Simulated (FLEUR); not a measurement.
# Magnetic state of free Fe(110) film, 3 layers from several starts, part 2 of 2

Wanted: the moments of free Fe(110) film, 3 layers and the energy of each order that was tried.

FLEUR MaX-R8.1; PBEsol; all-electron FLAPW film, Dirac cores, scalar-relativistic bands.

So far, largest spin moment in the muffin-tin sphere (μB): step 2 (order 1, typed as ferro +++) 2.66; step 3 (ferrimagnetic, start moments [2.8, -2.8, 2.8] μB) 2.43.

## (4) Run 3 (no spin polarisation)

Without spin polarisation no moment can form, so the difference from the other runs is what forming moments gains.

Contents of inp.xml:

```
<?xml version="1.0" encoding="UTF-8" standalone="no"?>
<fleurInput fleurInputVersion="0.39">
   <comment>
      Fe
   </comment>
   <calculationSetup>
      <cutoffs Kmax="3.68" Gmax="11.0" GmaxXC="11.0" numbands="0"/>
      <scfLoop itmax="120" minDistance="0.00002" maxIterBroyd="15" imix="Anderson" alpha="0.03" precondParam="0.0" spinf="2.0" sdNocoIR="T"/>
      <coreElectrons ctail="T" frcor="F" kcrel="1" coretail_lmax="0"/>
      <xcFunctional name="PBEs" relativisticCorrections="F"/>
      <magnetism jspins="1"/>
      <soc l_soc="F" theta="0.0" phi="0.0" spav="F"/>
      <expertModes spex="0" secvar="F"/>
      <geometryOptimization l_f="F" forcealpha="1.0" forcemix="BFGS" epsdisp="0.00001" epsforce="0.00001"/>
      <ldaU l_linMix="F" mixParam="0.05" spinf="1.0"/>
   </calculationSetup>
   <cell>
      <bzIntegration valenceElectrons="48.0" mode="hist" fermiSmearingEnergy="0.00183747">
         <kPointListSelection listName="default-1"/>
         <xi:include xmlns:xi="http://www.w3.org/2001/XInclude" href="kpts.xml"> </xi:include>
      </bzIntegration>
      <xi:include xmlns:xi="http://www.w3.org/2001/XInclude" href="sym.xml"> </xi:include>
      <filmLattice scale="1.0" dVac="12.92" dTilda="15.42">
         <bravaisMatrixFilm>
            <row-1>    2.7079775365518000    -3.8296584928783730</row-1>
            <row-2>    2.7079775365518000     3.8296584928783730</row-2>
         </bravaisMatrixFilm>
         <vacuumEnergyParameters vacuum="1" spinUp="-.25" spinDown="-.25"/>
      </filmLattice>
   </cell>
   <atomSpecies>
      <species name="Iron (Fe)" element="Fe" atomicNumber="26">
         <mtSphere radius="2.23" gridPoints="737" logIncrement="0.016"/>
         <atomicCutoffs lmax="8" lnonsphr="6"/>
         <electronConfig flipSpins="F">
            <coreConfig>(1s1/2) (2s1/2) (2p1/2) (2p3/2)</coreConfig>
            <valenceConfig>(3s1/2) (3p1/2) (3p3/2) (4s1/2) (3d3/2) (3d5/2)</valenceConfig>
            <stateOccupation state="(3d3/2)" spinUp="1.200000" spinDown="1.200000"/>
            <stateOccupation state="(3d5/2)" spinUp="1.800000" spinDown="1.800000"/>
         </electronConfig>
         <energyParameters s="4" p="4" d="3" f="4"/>
         <lo type="SCLO" l="0" n="3" eDeriv="0"/>
         <lo type="SCLO" l="1" n="3" eDeriv="0"/>
      </species>
   </atomSpecies>
   <atomGroups>
      <atomGroup species="Iron (Fe)">
         <filmPos label="                   1">.0000000000 .0000000000 -3.8297153215</filmPos>
         <filmPos label="                   3">.0000000000 .0000000000 3.8297153215</filmPos>
         <force calculate="T" relaxXYZ="TTT"/>
      </atomGroup>
      <atomGroup species="Iron (Fe)">
         <filmPos label="                   2">1.000/2.000 1.000/2.000 .0000000000</filmPos>
         <force calculate="T" relaxXYZ="TTT"/>
      </atomGroup>
   </atomGroups>
   <output dos="F" band="F" slice="F">
      <bandDOS minEnergy="-.5*Htr" maxEnergy="0.5*Htr" sigma="0.015" storeEVData="T"/>
      <plotting iplot="0" polar="F">
         <plot TwoD="T" vec1="  1.0  0.0  0.0" vec2="  0.0  1.0  0.0" vec3="  0.0  0.0  1.0" zero="  0.0  0.0 -0.5" file="plot"/>
      </plotting>
      <moessbauerParams electricFieldGradient="F" isomerShift="T" coreHyperfine="T" valenceHyperfine="T"/>
   </output>
</fleurInput>
```

Contents of crystal.txt:

```
Fe
&input film=T cartesian=F /
1.43300000000  -2.02656800000  0.00000000000
1.43300000000  2.02656800000  0.00000000000
0.00000000000  0.00000000000  1.00000000000
1.8897261246
1.0 1.0 1.0

3
26 0.00000000000  0.00000000000  -3.82971532153
26 0.50000000000  0.50000000000  0.00000000000
26 0.00000000000  0.00000000000  3.82971532153

&kpt div1=12 div2=12 div3=1 gamma=T /
```

Command:

```sh
> OMP_NUM_THREADS=1 inpgen -f crystal.txt > inpgen.log  # inp.xml is then edited as shown
> OMP_NUM_THREADS=1 mpirun -n 4 fleur_MPI > fleur.log
```

Output:

```text
[banner, memory and clock lines left out]
Welcome to FLEUR        (www.flapw.de)
      MaX-Release 8.1          (www.max-centre.eu)

 ========== k-point set info ==========
 Selected k-point list: default-1
 k-point list type: mesh
 0 x 0 x 0
 Number of k points: 44

 [... set-up left out ...]
 Iteration:     1   Distance:      46.59715718 me/bohr^3
 [... lines of the core solver left out ...]
 Iteration:     2   Distance:      52.91408250 me/bohr^3
 [... lines of the core solver left out ...]
 Iteration:     3   Distance:      15.64074836 me/bohr^3
[...]
<FermiEnergy value="-0.1925463236" units="Htr"/>
         [... left out ...]
         <totalEnergy value="    -3814.7726583003" units="Htr">
            <sumOfEigenvalues value="    -2246.5570430677">
               <coreElectrons value="-2181.6289311417"/>
               <valenceElectrons value="-64.9281119261"/>
            </sumOfEigenvalues>
         [... left out ...]
            <freeEnergy value="-3814.7766329902"/>
            <extrapolationTo0K value="-3814.7746456453"/>
         </totalEnergy>
         <densityConvergence units="me/bohr^3">
            <chargeDensity spin="1" distance="0.0000173903"/>
         </densityConvergence>
      </iteration>
```

Elapsed: 26 s, on 4 MPI ranks of Intel Xeon Platinum 8375C at 2.90GHz (Ice Lake), shared host; peak memory 0.26 GiB; 1.7 min of CPU time.

Numbers from this step:

```yaml
free_energy: -103805.3604 eV
program_s_band_gap_on_this_mesh_in_a_metal_only_a_level_spacing: 1.96e-4 eV
final_state: non-magnetic (no spin polarisation)
```

It lies 591 meV a seeded atom over the first start.

## (5) Ranking

Free energies are divided by the number of seeded atoms.

Orders:

```tsv
start	final state	typed order kept	energy over the lowest (meV a seeded atom)	largest sphere moment (μB)	net moment (μB a primitive cell)	mesh matched	CPU time (s)
ferro +++	ferromagnetic	yes	0	2.66	7.778	yes	171
ferri +-+	ferrimagnetic	yes	197.6	2.432	2.608	yes	222.4
no spin polarisation	non-magnetic	-	591.1	0	0	yes	103
```

## (6) Spin–orbit coupling, moments along z

Spin–orbit coupling ties the spins to the lattice and lets orbital moments form.

A new self-consistent run of the start ferro +++, with the moments along z.

Contents of inp.xml:

```
<?xml version="1.0" encoding="UTF-8" standalone="no"?>
<fleurInput fleurInputVersion="0.39">
   <comment>
      Fe
   </comment>
   <calculationSetup>
      <cutoffs Kmax="3.68" Gmax="11.0" GmaxXC="11.0" numbands="108"/>
      <scfLoop itmax="120" minDistance="0.00002" maxIterBroyd="15" imix="Anderson" alpha="0.03" precondParam="0.0" spinf="2.0" sdNocoIR="T"/>
      <coreElectrons ctail="T" frcor="F" kcrel="1" coretail_lmax="0"/>
      <xcFunctional name="PBEs" relativisticCorrections="F"/>
      <magnetism jspins="2"/>
      <soc l_soc="T" theta="0.0" phi="0.0" spav="F"/>
      <expertModes spex="0" secvar="F"/>
      <geometryOptimization l_f="F" forcealpha="1.0" forcemix="BFGS" epsdisp="0.00001" epsforce="0.00001"/>
      <ldaU l_linMix="F" mixParam="0.05" spinf="1.0"/>
   </calculationSetup>
   <cell>
      <bzIntegration valenceElectrons="48.0" mode="hist" fermiSmearingEnergy="0.00183747">
         <kPointListSelection listName="default-1"/>
         <xi:include xmlns:xi="http://www.w3.org/2001/XInclude" href="kpts.xml"> </xi:include>
      </bzIntegration>
      <xi:include xmlns:xi="http://www.w3.org/2001/XInclude" href="sym.xml"> </xi:include>
      <filmLattice scale="1.0" dVac="12.92" dTilda="15.42">
         <bravaisMatrixFilm>
            <row-1>    2.7079775365518000    -3.8296584928783730</row-1>
            <row-2>    2.7079775365518000     3.8296584928783730</row-2>
         </bravaisMatrixFilm>
         <vacuumEnergyParameters vacuum="1" spinUp="-.25" spinDown="-.25"/>
      </filmLattice>
   </cell>
   <atomSpecies>
      <species name="Iron (Fe) 2.800" element="Fe" atomicNumber="26">
         <mtSphere radius="2.23" gridPoints="737" logIncrement="0.016"/>
         <atomicCutoffs lmax="8" lnonsphr="6"/>
         <electronConfig flipSpins="F">
            <coreConfig>(1s1/2) (2s1/2) (2p1/2) (2p3/2)</coreConfig>
            <valenceConfig>(3s1/2) (3p1/2) (3p3/2) (4s1/2) (3d3/2) (3d5/2)</valenceConfig>
            <stateOccupation state="(3d3/2)" spinUp="1.4" spinDown="1.0"/>
            <stateOccupation state="(3d5/2)" spinUp="3.0" spinDown="0.6"/>
         </electronConfig>
         <energyParameters s="4" p="4" d="3" f="4"/>
         <lo type="SCLO" l="0" n="3" eDeriv="0"/>
         <lo type="SCLO" l="1" n="3" eDeriv="0"/>
      </species>
   </atomSpecies>
   <atomGroups>
      <atomGroup species="Iron (Fe) 2.800">
         <filmPos label="                   1">.0000000000 .0000000000 -3.8297153215</filmPos>
         <filmPos label="                   3">.0000000000 .0000000000 3.8297153215</filmPos>
         <force calculate="T" relaxXYZ="TTT"/>
      </atomGroup>
      <atomGroup species="Iron (Fe) 2.800">
         <filmPos label="                   2">1.000/2.000 1.000/2.000 .0000000000</filmPos>
         <force calculate="T" relaxXYZ="TTT"/>
      </atomGroup>
   </atomGroups>
   <output dos="F" band="F" slice="F">
      <bandDOS minEnergy="-.5*Htr" maxEnergy="0.5*Htr" sigma="0.015" storeEVData="T"/>
      <plotting iplot="0" polar="F">
         <plot TwoD="T" vec1="  1.0  0.0  0.0" vec2="  0.0  1.0  0.0" vec3="  0.0  0.0  1.0" zero="  0.0  0.0 -0.5" file="plot"/>
      </plotting>
      <moessbauerParams electricFieldGradient="F" isomerShift="T" coreHyperfine="T" valenceHyperfine="T"/>
   </output>
</fleurInput>
```

Contents of crystal.txt:

```
Fe
&input film=T cartesian=F /
1.43300000000  -2.02656800000  0.00000000000
1.43300000000  2.02656800000  0.00000000000
0.00000000000  0.00000000000  1.00000000000
1.8897261246
1.0 1.0 1.0

3
26 0.00000000000  0.00000000000  -3.82971532153 : 2.800
26 0.50000000000  0.50000000000  0.00000000000 : 2.800
26 0.00000000000  0.00000000000  3.82971532153 : 2.800

&soc 0.0000000 0.0000000 /
&kpt div1=12 div2=12 div3=1 gamma=T /
```

Output:

```text
[banner, memory and clock lines left out]
Welcome to FLEUR        (www.flapw.de)
      MaX-Release 8.1          (www.max-centre.eu)

 ========== k-point set info ==========
 Selected k-point list: default-1
 k-point list type: mesh
 0 x 0 x 0
 Number of k points: 76

 [... set-up left out ...]
 Iteration:     1   Distance:      25.23152102 me/bohr^3
 [... lines of the core solver left out ...]
 Iteration:     2   Distance:      11.05409619 me/bohr^3
 [... lines of the core solver left out ...]
 Iteration:     3   Distance:      11.99312309 me/bohr^3
 [... lines of the core solver left out ...]
 Iteration:     4   Distance:       9.98725425 me/bohr^3
 [... lines of the core solver left out ...]
 Iteration:     5   Distance:       6.65497825 me/bohr^3
 [... lines of the core solver left out ...]
 Iteration:     6   Distance:       5.72497700 me/bohr^3
 [... lines of the core solver left out ...]
 Iteration:     7   Distance:       3.90098526 me/bohr^3
 [... lines of the core solver left out ...]
[... rest left out ...]

--- out.xml (last complete iteration) ---
<iteration numberForCurrentRun="   32" overallNumber="   32">
         [... left out ...]
         <bandgap value="0.0000000000" units="eV"/>
         <sumValenceSingleParticleEnergies value="-64.2602465147" units="Htr"/>
         <FermiEnergy value="-0.1789559509" units="Htr"/>
         [... left out ...]
         <magneticMomentsInMTSpheres units="muBohr">
            <globalMagMoment atomType="1" vec="0.00000   0.00000   2.65730"/>
            <globalMagMoment atomType="2" vec="0.00000   0.00000   2.48258"/>
         </magneticMomentsInMTSpheres>
         <orbitalMomentsInMTSpheres units="muBohr">
            <globalMagMoment atomType="1" vec="0.00000   0.00000   0.05470"/>
            <globalMagMoment atomType="2" vec="0.00000   0.00000   0.04543"/>
         </orbitalMomentsInMTSpheres>
         [... left out ...]
         <totalEnergy value="    -3814.8427438068" units="Htr">
            <sumOfEigenvalues value="    -2245.0136409909">
               <coreElectrons value="-2180.7533944763"/>
               <valenceElectrons value="-64.2602465147"/>
            </sumOfEigenvalues>
         [... left out ...]
            <freeEnergy value="-3814.8436182233"/>
            <extrapolationTo0K value="-3814.8431810150"/>
         </totalEnergy>
         <densityConvergence units="me/bohr^3">
            <chargeDensity spin="1" distance="0.0000041055"/>
            <chargeDensity spin="2" distance="0.0000174354"/>
            <overallChargeDensity distance="0.0000166803"/>
            <spinDensity distance="0.0000190646"/>
         </densityConvergence>
      </iteration>
```

Run time: 2.8 min. Hardware: 4 MPI ranks; peak memory 0.54 GiB; 11 min of CPU time.

Spin moment in the muffin-tin sphere by atom:

```tsv
atom	spin moment in the muffin-tin sphere (μB)
Fe1	2.66
Fe2	2.48
Fe3	2.66
```

This step gave:

```
free energy                                                       : -103807.1832 eV
program's band gap on this mesh (in a metal only a level spacing) : 0 eV
magnetization                                                     : 7.772 μB
final state                                                       : ferromagnetic
orbital moment along the spin                                     : 0.0547 μB
```

Orbital moment in the sphere, along the spin axis by atom:

```tsv
atom	orbital moment in the sphere, along the spin axis (μB)
Fe1	0.0547
Fe2	0.0454
Fe3	0.0547
```

Fields along z, the direction of positive moments; semicore shells count as valence. Hyperfine fields at the nuclei:

```tsv
atom	core contact (T)	valence contact (T)	dipolar (T)	orbital (T)	sum (T)	density at the nucleus (e/bohr³)
Fe1	-66.56	37.11	3.643	2.978	-22.83	15120
Fe2	-63.99	27.69	0.5555	2.332	-33.41	15120
Fe3	-66.56	37.11	3.643	2.978	-22.83	15120
```

## (7) Summary of results

| Quantity | Value |
| --- | --- |
| lowest state found | ferromagnetic (typed ferro +++) |
| largest site spin moment | 2.66 μB |
| next finished state | ferrimagnetic, 198 meV a seeded atom higher |
| energy gained by spin polarisation | 591 meV a seeded atom |
| hyperfine field at Fe1, along its moment | -22.8 T |
| orbital moment on the atom of largest spin, along its spin (spin–orbit run) | 0.0547 μB |

The lowest state found is ferromagnetic, reached from the start ferro +++, with moments up to 2.66 μB. The next finished state costs 198 meV a seeded atom. At Fe1 the core shells give -66.6 T and the valence and semicore s states 37.1 T along the moment, -11.1 T per μB together; orbital and dipolar parts add 6.6 T. Semilocal functionals tend to give too weak a core polarisation. The orbital moment is parallel to the spin. Only 3 starts were tried; other patterns of signs, canted and longer-period orders were not.

[Logs and program files are shortened in this print: banners, set-up blocks, solver, clock and traceback lines can be left out without a mark of their own.]

[Logs are printed without paths, hosts, clocks, repeated set-up lines and the standing remarks that a program may print on its own settings, such as how far it seeks lower states.]

[Hosts, paths, dates, database ids (printed as entryN), source tags and the programs' standing remarks are cut or masked in the printed files.]

[Where a cell is said to come from a database of computed structures, the database is the Materials Project.]
